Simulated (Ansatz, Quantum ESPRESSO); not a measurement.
# Mode couplings of Os (P6_3/mmc) in a second program, part 2 of 4

Each step names its level of theory.

So far. Step 2 (Relaxing tightly for phonons): The largest force is now zero by symmetry and the largest stress component 7.1e-4 GPa. Step 3 (Second program, ground state): With these potentials, mesh and smearing the cell is at -0.39 GPa. The relaxed cell has a = 2.752, c = 4.353 Å (conventional setting).

### Step 4. Phonons and couplings with ph.x: Fermi–Dirac smearing of 0.1 eV

Level of this step: DFT PBE, scalar-relativistic, plane waves, GBRV ultrasoft pseudopotentials (Quantum ESPRESSO).

ph.x gives each mode's frequency and linewidth; λ of a mode follows from Gaussian double-delta sums over the k mesh, here at four widths.

The input, ph.in:

```
phonons and couplings
&inputph
   prefix = 'x'
   outdir = './tmp'
   tr2_ph = 1.0d-15
   fildyn = 'x.dyn'
   fildvscf = 'dvscf'
   ldisp = .true.
   nq1 = 3
   nq2 = 3
   nq3 = 2
   electron_phonon = 'simple'
   el_ph_ngauss = 0
   el_ph_sigma = 0.00734986
   el_ph_nsigma = 4
   alpha_mix(1) = 0.5
   amass(1) = 190.23
/
```

Command:

```console
> OMP_NUM_THREADS=1 mpirun -n 4 ph.x -nk 4 -in ph.in > ph.x.log
```

What it wrote:

```text
[banner, memory and clock lines left out]
Program PHONON v.7.5

     ./tmp/x.save/

     IMPORTANT: XC functional enforced from input :
     Exchange-correlation= PBE
                           (   1   4   3   4   0   0   0)
     Any further DFT definition will be discarded
     Please, verify this is what you really want

     G-vector sticks info

     negative rho (up, down):  2.557E-01 0.000E+00
     Reading collected, re-writing distributed wavefunctions in ./tmp/

     Dynamical matrices for ( 3, 3, 2)  uniform grid of q-points
     (   6 q-points):
       N         xq(1)         xq(2)         xq(3)
       1   0.000000000   0.000000000   0.000000000
       2   0.000000000   0.000000000  -0.316045743
       3   0.000000000   0.384900179   0.000000000
       4   0.000000000   0.384900179  -0.316045743
       5   0.333333333   0.577350269   0.000000000
       6   0.333333333   0.577350269  -0.316045743

     Number and degeneracy of irreps per q-point
       N         xq(1)         xq(2)         xq(3)   N irreps
       1   0.000000000   0.000000000   0.000000000       4
        1   2   1   2
       2   0.000000000   0.000000000  -0.316045743       2
        2   4
       3   0.000000000   0.384900179   0.000000000       6
     No degeneracy
       4   0.000000000   0.384900179  -0.316045743       6
     No degeneracy
       5   0.333333333   0.577350269   0.000000000       4
        1   1   2   2
       6   0.333333333   0.577350269  -0.316045743       3
        2   2   2

     Saving dvscf to file. Distribute only q points, not irreducible representations.

     Calculation of q =    0.0000000   0.0000000   0.0000000

     phonons and couplings

     bravais-lattice index     =            4
     lattice parameter (alat)  =       5.1998  a.u.
     unit-cell volume          =     192.6273 (a.u.)^3
     number of atoms/cell      =            2
     number of atomic types    =            1
     kinetic-energy cut-off    =      45.0000  Ry
     charge density cut-off    =     360.0000  Ry
     convergence threshold     =      1.0E-15
     beta                      =       0.5000
     number of iterations used =            4
     Exchange-correlation= PBE
                           (   1   4   3   4   0   0   0)

     celldm(1)=    5.19983  celldm(2)=    0.00000  celldm(3)=    1.58205
     celldm(4)=    0.00000  celldm(5)=    0.00000  celldm(6)=    0.00000

     crystal axes: (cart. coord. in units of alat)
               a(1) = (  1.0000  0.0000  0.0000 )
               a(2) = ( -0.5000  0.8660  0.0000 )
               a(3) = (  0.0000  0.0000  1.5820 )

     reciprocal axes: (cart. coord. in units 2 pi/alat)
               b(1) = (  1.0000  0.5774 -0.0000 )
               b(2) = (  0.0000  1.1547  0.0000 )
               b(3) = (  0.0000 -0.0000  0.6321 )

     Atoms inside the unit cell:

     Cartesian axes

     site n.  atom      mass           positions (alat units)
        1  Os    190.2300   tau(    1) = (   -0.00000    0.57735    0.39551  )
        2  Os    190.2300   tau(    2) = (    0.50000    0.28868    1.18654  )

     Computing dynamical matrix for
                    q = (   0.0000000   0.0000000   0.0000000 )

     25 Sym.Ops. (with q -> -q+G )

     G cutoff =  246.5590  (  22273 G-vectors)     FFT grid: ( 32, 32, 50)
     G cutoff =  123.2795  (   7859 G-vectors)  smooth grid: ( 24, 24, 36)

     number of k points=    95  Fermi-Dirac smearing, width (Ry)=  0.0073

     PseudoPot. # 1 for Os read from file:
     ./pseudo/Os.upf
     Pseudo is Ultrasoft + core correction, Zval = 16.0
     Using radial grid of  983 points,  8 beta functions with:
                l(1) =   0
                l(2) =   0
                l(3) =   1
                l(4) =   1
                l(5) =   2
                l(6) =   2
                l(7) =   3
                l(8) =   3
     Q(r) pseudized with  8 coefficients,  rinner =    1.150   1.150   1.150
                                                       1.150   1.150   1.150
                                                       1.150

     Mode symmetry, D_6h(6/mmm) point group:

     Atomic displacements:
     There are    4 irreducible representations

     Representation     1      1 modes -  To be done

     Representation     2      2 modes -  To be done

     Representation     3      1 modes -  To be done

     Representation     4      2 modes -  To be done

     Alpha used in Ewald sum =   2.8000

     negative rho (up, down):  2.557E-01 0.000E+00

     Representation #   1 mode #   1

     Self-consistent Calculation

     Pert. #  1: Fermi energy shift (Ry) =    -1.1565E-18     0.0000E+00

      thresh= 1.000E-02 alpha_mix =  0.500 |ddv_scf|^2 =  8.490E-04

     Pert. #  1: Fermi energy shift (Ry) =     0.0000E+00     0.0000E+00

      thresh= 2.914E-03 alpha_mix =  0.500 |ddv_scf|^2 =  3.987E-04

     Pert. #  1: Fermi energy shift (Ry) =     7.2280E-20     0.0000E+00

      thresh= 1.997E-03 alpha_mix =  0.500 |ddv_scf|^2 =  8.251E-08

     Pert. #  1: Fermi energy shift (Ry) =     3.6140E-20     0.0000E+00

      thresh= 2.872E-05 alpha_mix =  0.500 |ddv_scf|^2 =  4.021E-09

     Pert. #  1: Fermi energy shift (Ry) =    -3.6140E-20     0.0000E+00

      thresh= 6.341E-06 alpha_mix =  0.500 |ddv_scf|^2 =  6.791E-11

     Pert. #  1: Fermi energy shift (Ry) =    -3.6140E-20     0.0000E+00

      thresh= 8.240E-07 alpha_mix =  0.500 |ddv_scf|^2 =  6.184E-13

     Pert. #  1: Fermi energy shift (Ry) =     3.6140E-20     0.0000E+00

      thresh= 7.864E-08 alpha_mix =  0.500 |ddv_scf|^2 =  8.660E-15

     Pert. #  1: Fermi energy shift (Ry) =    -3.6140E-20     0.0000E+00

      thresh= 9.306E-09 alpha_mix =  0.500 |ddv_scf|^2 =  9.701E-16

     End of self-consistent calculation

     Convergence has been achieved

     Representation #   2 modes #   2   3

     Self-consistent Calculation

     Pert. #  1: Fermi energy shift (Ry) =     5.0596E-19     1.1958E-42
     Pert. #  2: Fermi energy shift (Ry) =    -5.7824E-19    -8.9683E-43

      thresh= 1.000E-02 alpha_mix =  0.500 |ddv_scf|^2 =  5.347E-06

     Pert. #  1: Fermi energy shift (Ry) =     7.2280E-20    -3.5873E-43
     Pert. #  2: Fermi energy shift (Ry) =    -7.2280E-20    -1.8236E-42

      thresh= 2.312E-04 alpha_mix =  0.500 |ddv_scf|^2 =  1.214E-07

     Pert. #  1: Fermi energy shift (Ry) =     3.6140E-19    -4.3048E-42
     Pert. #  2: Fermi energy shift (Ry) =     3.6140E-20    -1.7937E-42

      thresh= 3.485E-05 alpha_mix =  0.500 |ddv_scf|^2 =  4.905E-09

     Pert. #  1: Fermi energy shift (Ry) =     5.0596E-19     9.5662E-43
     Pert. #  2: Fermi energy shift (Ry) =    -5.0596E-19     7.7725E-43

[...]
kinetic-energy cutoff     =      45.0000  Ry
     charge density cutoff     =     360.0000  Ry
     Exchange-correlation= PBE
                           (   1   4   3   4   0   0   0)

     celldm(1)=   5.199829  celldm(2)=   0.000000  celldm(3)=   1.582049
     celldm(4)=   0.000000  celldm(5)=   0.000000  celldm(6)=   0.000000

     crystal axes: (cart. coord. in units of alat)
               a(1) = (   1.000000   0.000000   0.000000 )
               a(2) = (  -0.500000   0.866025   0.000000 )
               a(3) = (   0.000000   0.000000   1.582049 )

     reciprocal axes: (cart. coord. in units 2 pi/alat)
               b(1) = (  1.000000  0.577350 -0.000000 )
               b(2) = (  0.000000  1.154701  0.000000 )
               b(3) = (  0.000000 -0.000000  0.632091 )

     PseudoPot. # 1 for Os read from file:
     ./pseudo/Os.upf
     Pseudo is Ultrasoft + core correction, Zval = 16.0
     Using radial grid of  983 points,  8 beta functions with:
[...]
Q(r) pseudized with  8 coefficients,  rinner =    1.150   1.150   1.150
                                                       1.150   1.150   1.150
                                                       1.150

     atomic species   valence    mass     pseudopotential
     Os               16.00   190.23000     Os( 1.00)

     24 Sym. Ops., with inversion, found

   Cartesian axes

     site n.     atom                  positions (alat units)
         1        Os     tau(   1) = (  -0.0000000   0.5773503   0.3955124  )
         2        Os     tau(   2) = (   0.5000000   0.2886751   1.1865371  )

     number of k points=   310  Fermi-Dirac smearing, width (Ry)=  0.0073

     Number of k-points >= 100: set verbosity='high' to print them.

     Dense  grid:    22273 G-vectors     FFT dimensions: (  32,  32,  50)

     Smooth grid:     7859 G-vectors     FFT dimensions: (  24,  24,  36)

     The potential is recalculated from file :
     ./tmp/_ph0/x.q_6/x.save/charge-density

     negative rho (up, down):  2.557E-01 0.000E+00
     Starting wfcs are   26 atomic wfcs

     Band Structure Calculation
     Davidson diagonalization with overlap

     ethr =  3.13E-11,  avg # of iterations = 11.9

     End of band structure calculation

     Number of k-points >= 100: set verbosity='high' to print the bands.

     the Fermi energy is    25.8124 ev

     Writing config to output data dir ./tmp/_ph0/x.q_6/x.save/ :
     XML data file

     phonons and couplings

     bravais-lattice index     =            4
     lattice parameter (alat)  =       5.1998  a.u.
     unit-cell volume          =     192.6273 (a.u.)^3
     number of atoms/cell      =            2
     number of atomic types    =            1
     kinetic-energy cut-off    =      45.0000  Ry
     charge density cut-off    =     360.0000  Ry
     convergence threshold     =      1.0E-15
     beta                      =       0.5000
     number of iterations used =            4
     Exchange-correlation= PBE
                           (   1   4   3   4   0   0   0)

     celldm(1)=    5.19983  celldm(2)=    0.00000  celldm(3)=    1.58205
     celldm(4)=    0.00000  celldm(5)=    0.00000  celldm(6)=    0.00000

     crystal axes: (cart. coord. in units of alat)
               a(1) = (  1.0000  0.0000  0.0000 )
               a(2) = ( -0.5000  0.8660  0.0000 )
               a(3) = (  0.0000  0.0000  1.5820 )

     reciprocal axes: (cart. coord. in units 2 pi/alat)
               b(1) = (  1.0000  0.5774 -0.0000 )
               b(2) = (  0.0000  1.1547  0.0000 )
               b(3) = (  0.0000 -0.0000  0.6321 )

     Atoms inside the unit cell:

     Cartesian axes

     site n.  atom      mass           positions (alat units)
        1  Os    190.2300   tau(    1) = (   -0.00000    0.57735    0.39551  )
        2  Os    190.2300   tau(    2) = (    0.50000    0.28868    1.18654  )

     Computing dynamical matrix for
                    q = (   0.3333333   0.5773503  -0.3160457 )

     12 Sym.Ops. (no q -> -q+G )

     G cutoff =  246.5590  (  22273 G-vectors)     FFT grid: ( 32, 32, 50)
     G cutoff =  123.2795  (   7859 G-vectors)  smooth grid: ( 24, 24, 36)

     number of k points=   310  Fermi-Dirac smearing, width (Ry)=  0.0073

     PseudoPot. # 1 for Os read from file:
     ./pseudo/Os.upf
     Pseudo is Ultrasoft + core correction, Zval = 16.0
     Using radial grid of  983 points,  8 beta functions with:
                l(1) =   0
                l(2) =   0
                l(3) =   1
                l(4) =   1
                l(5) =   2
                l(6) =   2
                l(7) =   3
                l(8) =   3
     Q(r) pseudized with  8 coefficients,  rinner =    1.150   1.150   1.150
                                                       1.150   1.150   1.150
                                                       1.150

     Atomic displacements:
     There are    3 irreducible representations

     Representation     1      2 modes -  To be done

     Representation     2      2 modes -  To be done

     Representation     3      2 modes -  To be done

     Alpha used in Ewald sum =   2.8000

     negative rho (up, down):  2.557E-01 0.000E+00

     Representation #   1 modes #   1   2

     Self-consistent Calculation

[...]
End of self-consistent calculation

     Convergence has been achieved

     Representation #   2 modes #   3   4

     Self-consistent Calculation

[...]
End of self-consistent calculation

     Convergence has been achieved

     Representation #   3 modes #   5   6

     Self-consistent Calculation

      thresh= 1.000E-02 alpha_mix =  0.500 |ddv_scf|^2 =  5.405E-05

      thresh= 7.352E-04 alpha_mix =  0.500 |ddv_scf|^2 =  7.461E-06

      thresh= 2.731E-04 alpha_mix =  0.500 |ddv_scf|^2 =  1.616E-08

      thresh= 1.271E-05 alpha_mix =  0.500 |ddv_scf|^2 =  1.420E-09

      thresh= 3.768E-06 alpha_mix =  0.500 |ddv_scf|^2 =  9.241E-12

      thresh= 3.040E-07 alpha_mix =  0.500 |ddv_scf|^2 =  4.193E-13

      thresh= 6.475E-08 alpha_mix =  0.500 |ddv_scf|^2 =  2.607E-14

      thresh= 1.615E-08 alpha_mix =  0.500 |ddv_scf|^2 =  4.018E-16

     End of self-consistent calculation

     Convergence has been achieved

     Number of q in the star =    2
     List of q in the star:
          1   0.333333333   0.577350269  -0.316045743
          2  -0.333333333  -0.577350269   0.316045743

     Diagonalizing the dynamical matrix

     q = (    0.333333333   0.577350269  -0.316045743 )

 **************************************************************************
     freq (    1) =       4.337895 [THz] =     144.696617 [cm-1]
     freq (    2) =       4.337895 [THz] =     144.696617 [cm-1]
     freq (    3) =       5.800427 [THz] =     193.481418 [cm-1]
     freq (    4) =       5.800427 [THz] =     193.481418 [cm-1]
     freq (    5) =       5.886532 [THz] =     196.353561 [cm-1]
     freq (    6) =       5.886532 [THz] =     196.353561 [cm-1]
 **************************************************************************

     Gaussian Broadening:   0.007 Ry, ngauss=   0
     DOS =  7.360602 states/spin/Ry/Unit Cell at Ef= 25.832164 eV
     double delta at Ef = 30.076244
[...]
Gaussian Broadening:   0.015 Ry, ngauss=   0
     DOS =  7.161325 states/spin/Ry/Unit Cell at Ef= 25.814275 eV
     double delta at Ef =104.705624
[...]
Gaussian Broadening:   0.022 Ry, ngauss=   0
     DOS =  7.395652 states/spin/Ry/Unit Cell at Ef= 25.808115 eV
     double delta at Ef =128.420724
[...]
lambda(    5)=  0.0605   gamma=   14.80 GHz
     lambda(    6)=  0.0605   gamma=   14.80 GHz

     Gaussian Broadening:   0.029 Ry, ngauss=   0
     DOS =  7.759902 states/spin/Ry/Unit Cell at Ef= 25.807245 eV
     double delta at Ef =137.630194
     lambda(    1)=  0.1007   gamma=   14.05 GHz
     lambda(    2)=  0.1007   gamma=   14.05 GHz
     lambda(    3)=  0.0685   gamma=   17.08 GHz
     lambda(    4)=  0.0685   gamma=   17.08 GHz
     lambda(    5)=  0.0600   gamma=   15.39 GHz
     lambda(    6)=  0.0600   gamma=   15.39 GHz
```

It took 26 min on 4 MPI ranks of AMD EPYC 9R14 (Zen 4), shared host; 1.7 h of CPU time.

Numbers from this step:

| Property | Result |
| --- | --- |
| highest frequency, solved or plainly interpolated | 219.2 cm⁻¹ |
| omega log against width | 21.08, 20.66, 20.3, 20.11 meV, at widths 0.1 to 0.4 eV |

As ph.x prints them, no sum rule imposed; at the zone centre the sum is no linewidth. Double-delta sums:

```csv
q1,q2,q3,star,mode,omega (meV),"lambda_q, sigma 0.1 eV","lambda_q, sigma 0.2 eV","lambda_q, sigma 0.3 eV","lambda_q, sigma 0.4 eV",half width at sigma 0.2 (meV)
0,0,0,1,1,-0.1784,0,0,0,0,0
0,0,0,1,2,-0.1784,0,0,0,0,0
0,0,0,1,3,0.1963,0,0,0,0,0
0,0,0,1,4,20.09,0.771,0.3519,0.2241,0.1624,0.2347
0,0,0,1,5,20.09,0.771,0.3519,0.2241,0.1624,0.2347
0,0,0,1,6,26.73,0.0492,0.0291,0.0222,0.0242,0.03437
0,0,0.5,1,1,14.28,0.0734,0.0471,0.0391,0.0358,0.01588
0,0,0.5,1,2,14.28,0.0734,0.0471,0.0391,0.0358,0.01588
0,0,0.5,1,3,14.28,0.0734,0.0471,0.0391,0.0358,0.01588
0,0,0.5,1,4,14.28,0.0734,0.0471,0.0391,0.0358,0.01588
0,0,0.5,1,5,21.6,0.0801,0.062,0.0475,0.042,0.04785
0,0,0.5,1,6,21.6,0.0801,0.062,0.0475,0.042,0.04785
0,0.3333,0,6,1,14.06,0.0181,0.034,0.0459,0.0552,0.01112
0,0.3333,0,6,2,16.17,0.0614,0.0531,0.0477,0.0468,0.02295
0,0.3333,0,6,3,21,0.4755,0.2722,0.1832,0.152,0.1985
0,0.3333,0,6,4,22.53,0.004,0.0134,0.0211,0.0273,0.01129
0,0.3333,0,6,5,22.75,0.1063,0.0643,0.0491,0.0505,0.055
0,0.3333,0,6,6,24.13,0.2908,0.1694,0.1207,0.1024,0.1632
0,0.3333,0.5,6,1,16.92,0.0311,0.0537,0.0677,0.0801,0.02543
0,0.3333,0.5,6,2,16.92,0.0311,0.0537,0.0677,0.0801,0.02543
0,0.3333,0.5,6,3,19.31,0.0142,0.0273,0.0337,0.0383,0.01683
0,0.3333,0.5,6,4,19.31,0.0142,0.0273,0.0337,0.0383,0.01683
0,0.3333,0.5,6,5,26.56,0.0132,0.0275,0.0341,0.038,0.03209
0,0.3333,0.5,6,6,26.56,0.0132,0.0275,0.0341,0.038,0.03209
0.3333,0.3333,0,2,1,17.97,0.0866,0.0671,0.0853,0.1099,0.03581
0.3333,0.3333,0,2,2,17.97,0.0866,0.0671,0.0853,0.1099,0.03581
0.3333,0.3333,0,2,3,20.81,0.2882,0.1389,0.0851,0.0764,0.09942
0.3333,0.3333,0,2,4,21.49,0.287,0.1832,0.124,0.105,0.14
0.3333,0.3333,0,2,5,21.49,0.287,0.1832,0.124,0.105,0.14
0.3333,0.3333,0,2,6,27.17,0.1528,0.1169,0.079,0.0663,0.1428
0.3333,0.3333,0.5,2,1,17.94,0.0351,0.1182,0.1175,0.1007,0.0629
0.3333,0.3333,0.5,2,2,17.94,0.0351,0.1182,0.1175,0.1007,0.0629
0.3333,0.3333,0.5,2,3,23.99,0.0109,0.0448,0.0616,0.0685,0.04264
0.3333,0.3333,0.5,2,4,23.99,0.0109,0.0448,0.0616,0.0685,0.04264
0.3333,0.3333,0.5,2,5,24.34,0.0302,0.0662,0.0605,0.06,0.06485
0.3333,0.3333,0.5,2,6,24.34,0.0302,0.0662,0.0605,0.06,0.06485
```

Mean over the q mesh without its centre; few wavevectors enter, so none of the widths can be taken as converged. Coupling constant λ, lambda against Gaussian width:

```csv
Gaussian width (eV),"coupling constant λ, lambda"
0.100,0.563
0.200,0.452
0.300,0.400
0.400,0.398
```

λ runs from 0.563 at 0.1 eV to 0.398 at 0.4 eV.

(Part 2 of 4 ends here.)

[Logs are printed without paths, hosts, clocks, repeated set-up lines and the standing remarks that a program may print on its own settings, such as how far it seeks lower states.]

[Hosts, paths, dates, database ids (printed as entryN), source tags and the programs' standing remarks are cut or masked in the printed files.]
